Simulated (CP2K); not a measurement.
Two runs for the O K edge of allyl alcohol. Run A: CP2K XAS_TDP, all-electron GAPW, PBEh(45%), aug-cc-pVDZ, TDA, no relativity. Run B differs in one setting.

First lines with a strength over 0.0015. A:

| atom | energy (eV) | states | strength, one atom |
| --- | --- | --- | --- |
| O4 (bonded to C and H) | 530.09 | 1 | 0.0139 |
|  | 530.88 | 1 | 0.0247 |
|  | 532.02 | 1 | 0.0022 |
|  | 532.21 | 1 | 0.0021 |
|  | 532.45 | 1 | 0.0021 |

B:

| atom | energy (eV) | states | strength, one atom |
| --- | --- | --- | --- |
| O4 (bonded to C and H) | 521.37 | 1 | 0.0068 |
|  | 521.98 | 1 | 0.0087 |
|  | 523.85 | 1 | 0.0019 |
|  | 523.97 | 1 | 0.0071 |
|  | 524.23 | 1 | 0.0064 |

Question: Which was it: the functional, scalar relativity switched on, the basis, GW2X switched on?

The functional (functional from PBEh(45%) to PBE0; the lines alone don't name the new value). A functional moves all lines by electronvolts and changes their spacings and strengths. Against PBEh(45%) in aug-cc-pVDZ, the leading line moves by -8.72 eV, to 521.37 eV; the strength of O4's goes from 0.0139 to 0.0068. The next line of O4 over the strength cut lies 0.61 eV higher, against 0.79.

[Hosts, paths, dates, database ids (printed as entryN), source tags and the programs' standing remarks are cut or masked in the printed files.]
